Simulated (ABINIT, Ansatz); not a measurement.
# A GW chain in ABINIT: KNaMg2F6 (P4/mmm), part 3 of 3

Aim: the G0W0 gap of KNaMg2F6 (P4/mmm) on LDA, step by step.

ABINIT 10.8.3; LDA and many-body steps on it, plane waves. Known limits of the many-body steps: not at the basis limit; coarse k mesh.

So far. Step 3 (Bands along the symmetry lines): The gap is 6.084 eV, as in the run before at this level. Step 4 (Empty states on the mesh, 2×2×1 mesh, 272 bands): On this mesh the gap is 6.084 eV.

### Step 5. Screening, 2×2×1 mesh, 248 bands, screening to 176.9 eV

The RPA dielectric matrix is built and inverted for each q.

This step: RPA screening on LDA, plane waves, norm-conserving pseudopotentials.

Contents of run.abi:

```
acell 3*1.0 Angstrom
rprim 
  4.007581000000 0.000000000000 0.000000000000
  0.000000000000 4.007581000000 0.000000000000
  0.000000000000 0.000000000000 7.994870000000
ntypat 4
znucl 19 11 12 9
natom 10
typat 1 2 3 3 4 4 4 4 4 4
xred 
  0.500000000000 0.500000000000 0.500000000000
  0.500000000000 0.500000000000 0.000000000000
  0.000000000000 0.000000000000 0.246633000000
  0.000000000000 0.000000000000 0.753367000000
  0.500000000000 0.000000000000 0.243520000000
  0.500000000000 0.000000000000 0.756480000000
  0.000000000000 0.500000000000 0.756480000000
  0.000000000000 0.500000000000 0.243520000000
  0.000000000000 0.000000000000 0.000000000000
  0.000000000000 0.000000000000 0.500000000000
pp_dirpath "pseudos"
pseudos "K.upf, Na.upf, Mg.upf, F.upf"
ecut 38
ngkpt 2 2 1
nshiftk 1
shiftk 0 0 0
kptopt 1
chksymbreak 0
istwfk *1
occopt 1
irdwfk 1
optdriver 3
nband 248
ecuteps 6.5
inclvkb 2
awtr 1
symchi 1
indata_prefix "in"
outdata_prefix "out"
tmpdata_prefix "tmp"
```

On the command line:

```console
OMP_NUM_THREADS=1 mpirun -n 4 abinit run.abi > log
```

Numbers of over 12 decimals in the logs are rounded to 6 here.

Log:

```text
.Version 10.8.3 of ABINIT. v10.8.2 released Aug 2026.

 Symmetries : space group P4/m m m (#123); Bravais tP (primitive tetrag.)
[... echo of the input left out ...]
== DATASET  1 ==================================================================
-   mpi_nproc: 4, omp_nthreads: 1 (-1 if OMP is not activated)

--- !DatasetInfo
iteration_state: {dtset: 1, }
dimensions: {natom: 10, nkpt: 3, mband: 248, nsppol: 1, nspinor: 1, nspden: 1, mpw: 9813, }
cutoff_energies: {ecut:  38.0, pawecutdg:  -1.0, }
electrons: {nelect:   8.00000000E+01, charge:   0.00000000E+00, occopt:   1.00000000E+00, tsmear:   1.00000000E-02, }

 SCREENING: Calculation of the susceptibility and dielectric matrices

 Based on a program developped by R.W. Godby, V. Olevano, G. Onida, and L. Reining.
 Incorporated in ABINIT by V. Olevano, G.-M. Rignanese, and M. Torrent.
.Using double precision arithmetic ; gwpc =  8

[... cell and pseudopotentials left out ...]
--------------------------------------------------------------------------------

 ==== K-mesh for the wavefunctions ====
 Number of points in the irreducible wedge :     3
[... list of points left out ...]
 Together with 16 symmetry operations and time-reversal symmetry
 yields     4 points in the full Brillouin Zone.

 ==== Q-mesh for the screening function ====
 Number of points in the irreducible wedge :     3
[... list of points left out ...]
 Together with 16 symmetry operations and time-reversal symmetry
 yields     4 points in the full Brillouin Zone.

 setmesh: FFT mesh size selected  =    30x   30x   60
          total number of points  =        54000

 vcoul_init : cutoff-mode = AUXILIARY_FUNCTION
 q-points for optical limit:   1
     1)      0.000010    0.000020    0.000030

- screening: taking advantage of time-reversal symmetry
- Maximum band index for partially occupied states nbvw = 40
- Remaining bands to be divided among processors   nbcw = 208
- Number of bands treated by each node ~52

 Number of electrons calculated from density =   80.0000; Expected =   80.0000
 average of density, n =  0.092325
 r_s =    1.3726
 omega_plasma =   29.3099 [eV]

 calculating chi0 at frequencies [eV] :
  1    0.000000E+00    0.000000E+00
  2    0.000000E+00    2.930990E+01

--------------------------------------------------------------------------------
  q-point number  1        q = ( 0.000000, 0.000000, 0.000000) [r.l.u.]
--------------------------------------------------------------------------------
[... chi0 elements left out ...]
 For q-point:  0.000010 0.000020 0.000030
  dielectric constant =   2.0054
  dielectric constant without local fields =   2.1361

  Average fulfillment of the sum rule on Im[epsilon] for q-point    1 :     54.72  [%]
[... wings left out ...]
  q-point number  2        q = ( 0.500000, 0.000000, 0.000000) [r.l.u.]
--------------------------------------------------------------------------------
[... chi0 elements left out ...]
  Average fulfillment of the sum rule on Im[epsilon] for q-point    2 :     56.28  [%]

 [... 1 further q-points ...]
```

The job ended after 51 s (4 MPI ranks of AMD EPYC 9R45, shared host; peak memory 1.9 GiB).

This step gave:

```
ε∞ with local fields, on this mesh, along the program's q direction : 2.005
the same without local fields                                       : 2.136
plasma frequency                                                    : 29.31 eV
plane waves in the screening matrix                                 : 677
```

Local fields lower ε∞ by 6 %. On a Γ-centred mesh this coarse the value itself is usually too large, while a short band sum pulls it down.

### Step 6. Self-energy, 2×2×1 mesh, 248 bands, screening to 176.9 eV

The self-energy is evaluated for the states that the input lists, and the levels follow from it, in one-shot runs by the linearised quasiparticle equation.

This step: G0W0 on LDA, plane waves, norm-conserving pseudopotentials.

Edit run.abi of step 5 so:

```diff
@@ -31,8 +31,17 @@
 irdwfk 1
-optdriver 3
+optdriver 4
 nband 248
+gwcalctyp 0
+ecutsigx 38
+symsigma 1
+nkptgw 2
+kptgw 
+  0.5000000000 0.5000000000 0.0000000000
+  0.0000000000 0.0000000000 0.0000000000
+bdgw 
+  39 42
+  38 42
 ecuteps 6.5
-inclvkb 2
-awtr 1
-symchi 1
+irdscr 1
+ppmodel 1
 indata_prefix "in"
```

Log:

```text
.Version 10.8.3 of ABINIT. v10.8.2 released Aug 2026.

 Symmetries : space group P4/m m m (#123); Bravais tP (primitive tetrag.)
[... echo of the input left out ...]
== DATASET  1 ==================================================================
-   mpi_nproc: 4, omp_nthreads: 1 (-1 if OMP is not activated)

--- !DatasetInfo
iteration_state: {dtset: 1, }
dimensions: {natom: 10, nkpt: 3, mband: 248, nsppol: 1, nspinor: 1, nspden: 1, mpw: 9813, }
cutoff_energies: {ecut:  38.0, pawecutdg:  -1.0, }
electrons: {nelect:   8.00000000E+01, charge:   0.00000000E+00, occopt:   1.00000000E+00, tsmear:   1.00000000E-02, }

 SIGMA: Calculation of the GW corrections

 Based on a program developped by R.W. Godby, V. Olevano, G. Onida, and L. Reining.
 Incorporated in ABINIT by V. Olevano, G.-M. Rignanese, and M. Torrent.
.Using double precision arithmetic ; gwpc =  8

[... cell and pseudopotentials left out ...]
--------------------------------------------------------------------------------

 ==== K-mesh for the wavefunctions ====
 Number of points in the irreducible wedge :     3
[... list of points left out ...]
 Together with 16 symmetry operations and time-reversal symmetry
 yields     4 points in the full Brillouin Zone.

 ==== Q-mesh for screening function ====
 Number of points in the irreducible wedge :     3
[... list of points left out ...]
 Together with 16 symmetry operations and time-reversal symmetry
 yields     4 points in the full Brillouin Zone.

 vcoul_init : cutoff-mode = AUXILIARY_FUNCTION
 q-points for optical limit:   1
     1)      0.000010    0.000020    0.000030
 setmesh: FFT mesh size selected  =    45x   45x   90
          total number of points  =       182250

 Number of electrons calculated from density =   80.0000; Expected =   80.0000
 average of density, n =  0.092325
 r_s =    1.3726
 omega_plasma =   29.3099 [eV]

 === KS Band Gaps ===
  >>>> For spin  1
   Minimum direct gap =   6.4844 [eV], located at k-point      :   0.0000  0.0000  0.0000
   Fundamental gap    =   6.0840 [eV], Top of valence bands at :   0.5000  0.5000  0.0000
                                       Bottom of conduction at :   0.0000  0.0000  0.0000
 SIGMA fundamental parameters:
 PLASMON POLE MODEL  1
 number of plane-waves for SigmaX                 9813
 number of plane-waves for SigmaC and W            677
 number of plane-waves for wavefunctions          9813
 number of bands                                   248
 number of independent spin polarizations            1
 number of spinorial components                      1
 number of k-points in IBZ                           3
 number of q-points in IBZ                           3
 number of symmetry operations                      16
 number of k-points in BZ                            4
 number of q-points in BZ                            4
 number of frequencies for dSigma/dE                 9
 frequency step for dSigma/dE [eV]                0.25
 number of omega for Sigma on real axis              0
 max omega for Sigma on real axis  [eV]           0.00
 zcut for avoiding poles [eV]                     0.10

 EPSILON^-1 parameters (SCR file):
 dimension of the eps^-1 matrix on file            677
 dimension of the eps^-1 matrix used               677
 number of plane-waves for wavefunctions          9813
 number of bands                                   248
 number of q-points in IBZ                           3
 number of frequencies                               2
 number of real frequencies                          1
 number of imag frequencies                          1

 matrix elements of self-energy operator (all in [eV])

 Perturbative Calculation

--- !SelfEnergy_ee
iteration_state: {dtset: 1, }
kpoint     : [   0.500,    0.500,    0.000, ]
spin       : 1
KS_gap     :   10.008
QP_gap     :   14.755
Delta_QP_KS:    4.746
data: !SigmaeeData |
     Band     E0 <VxcDFT>   SigX SigC(E0)      Z dSigC/dE  Sig(E)    E-E0       E
       39  -0.513 -22.622 -30.503   4.990   0.820  -0.219 -24.993  -2.371  -2.884
       40  -0.513 -22.622 -30.503   4.990   0.820  -0.219 -24.993  -2.371  -2.884
       41   9.495 -10.624  -5.280  -2.683   0.893  -0.120  -8.249   2.375  11.870
       42   9.638 -12.518  -6.401  -3.016   0.885  -0.130  -9.773   2.745  12.383

--- !SelfEnergy_ee
iteration_state: {dtset: 1, }
kpoint     : [   0.000,    0.000,    0.000, ]
spin       : 1
KS_gap     :    6.484
QP_gap     :   10.922
Delta_QP_KS:    4.438
data: !SigmaeeData |
     Band     E0 <VxcDFT>   SigX SigC(E0)      Z dSigC/dE  Sig(E)    E-E0       E
       38  -0.915 -22.366 -30.185   4.891   0.822  -0.217 -24.772  -2.406  -3.321
       39  -0.913 -22.367 -30.182   4.896   0.822  -0.217 -24.766  -2.399  -3.312
       40  -0.913 -22.367 -30.182   4.896   0.822  -0.217 -24.766  -2.399  -3.312
       41   5.571 -10.642  -5.593  -2.768   0.894  -0.119  -8.604   2.039   7.609
       42   8.512 -12.317  -6.986  -2.679   0.884  -0.131  -9.973   2.344  10.856

== END DATASET(S) ==============================================================
================================================================================

 -outvars: echo values of variables after computation  --------
           etotal      0.0000000000E+00
            nband         248
             nkpt           3
          spgroup         123
 [... the other variables as echoed above ...]

 Calculation completed.
```

It took 30 s on 4 MPI ranks; peak memory 1.6 GiB; 2 min of CPU time.

Numbers from this step:

```yaml
g0w0_gap_on_the_points_computed: 10.49 eV
starting_gap_on_the_mesh: 6.084 eV
k_of_the_valence_top: 0.5, 0.5, 0
k_of_the_conduction_bottom: 0, 0, 0
z_at_the_valence_top: 0.82
z_at_the_conduction_bottom: 0.894
least_direct_g0w0_gap_on_the_computed_points: 10.92 eV
```

The gap on the mesh goes from 6.08 eV to 10.49 eV, a correction of +4.41 eV.

Limits: finite bands, cutoff and mesh; coarse k mesh. v1 is the top filled band, c1 the lowest empty one. The levels before and after the correction (eV, zero at the valence-band top of each column):

|  | conduction bottom | valence top |
| --- | --- | --- |
| Kohn-Sham | 6.08 | 0.00 |
| G0W0 | 10.49 | 0.00 |

|  | level | energy (eV) |
| --- | --- | --- |
| Kohn-Sham | (0.5 0.5 0) v2-v1 | 0.000 |
| Kohn-Sham | (0.5 0.5 0) c1 | 10.008 |
| Kohn-Sham | (0.5 0.5 0) c2 | 10.151 |
| Kohn-Sham | Γ v3 | -0.402 |
| Kohn-Sham | Γ v2-v1 | -0.400 |
| Kohn-Sham | Γ c1 | 6.084 |
| Kohn-Sham | Γ c2 | 9.025 |
| G0W0 | (0.5 0.5 0) v2-v1 | 0.000 |
| G0W0 | (0.5 0.5 0) c1 | 14.754 |
| G0W0 | (0.5 0.5 0) c2 | 15.267 |
| G0W0 | Γ v3 | -0.437 |
| G0W0 | Γ v2-v1 | -0.428 |
| G0W0 | Γ c1 | 10.493 |
| G0W0 | Γ c2 | 13.740 |

### Step 7. Where the time went

Times are wall times on the hardware named with each run, good to a factor of about two.

| step | time | share | memory (GiB) |
| --- | --- | --- | --- |
| ground state | 3 min | 36 % | 0.66 |
| bands along the symmetry lines | 1.8 min | 22 % | 0.65 |
| empty states on the mesh | 2.1 min | 25 % | 0.4 |
| screening | 51 s | 10 % | 1.9 |
| self-energy | 30 s | 6 % | 1.6 |

### Step 8. Outcome

```json
{
 "LDA gap": "6.08 eV, indirect",
 "G0W0 gap on the mesh": "10.49 eV",
 "GW settings": "2×2×1 mesh, 248 bands, screening to 176.9 eV, Godby-Needs plasmon pole",
 "known limits": "not at the basis limit; coarse k mesh"
}
```

In words: G0W0 moves the gap on the mesh from 6.08 eV to 10.49 eV (+4.41 eV), with Z of 0.82 and 0.89 at the edges. Local fields lower the RPA ε∞ on this mesh from 2.14 to 2.01; a Γ-centred mesh this coarse tends to raise both, most where the direct gap is narrow, while a short band sum lowers them. Only 2 of the mesh's irreducible points were corrected, so a valley elsewhere could overtake. Bands and cutoff are finite, so the gap is not at the basis limit. The miss can reach some tenths of an eV and take either sign; the mesh is an error of its own. In the G0W0 run levels were corrected at 2 k points alone, so a gap called «on the mesh» is the least over those, and an edge elsewhere would be missed. The 2×2×1 mesh is coarse for this cell, which bears on the long-range parts of exchange and screening.

[Paths, hosts, dates, memory and timing lines, banners, echoed tables and standing remarks are left out of the program output.]

[Logs are printed without paths, hosts, clocks, repeated set-up lines and the standing remarks that a program may print on its own settings, such as how far it seeks lower states.]

[Runs of the session that timed out or met a known fault of the program may be left out.]

[Hosts, paths, dates, database ids (printed as entryN), source tags and the programs' standing remarks are cut or masked in the printed files.]

[G0W0 gaps are taken among the corrected bands and points alone; a level outside them can change the order at an edge.]

[Where Ansatz stands beside ABINIT at settings called matched, ABINIT's density can come from a denser mesh and the files from another edition; pairs whose starting gaps differed by over 0.03 eV were left out, so agreement reads better than it is.]
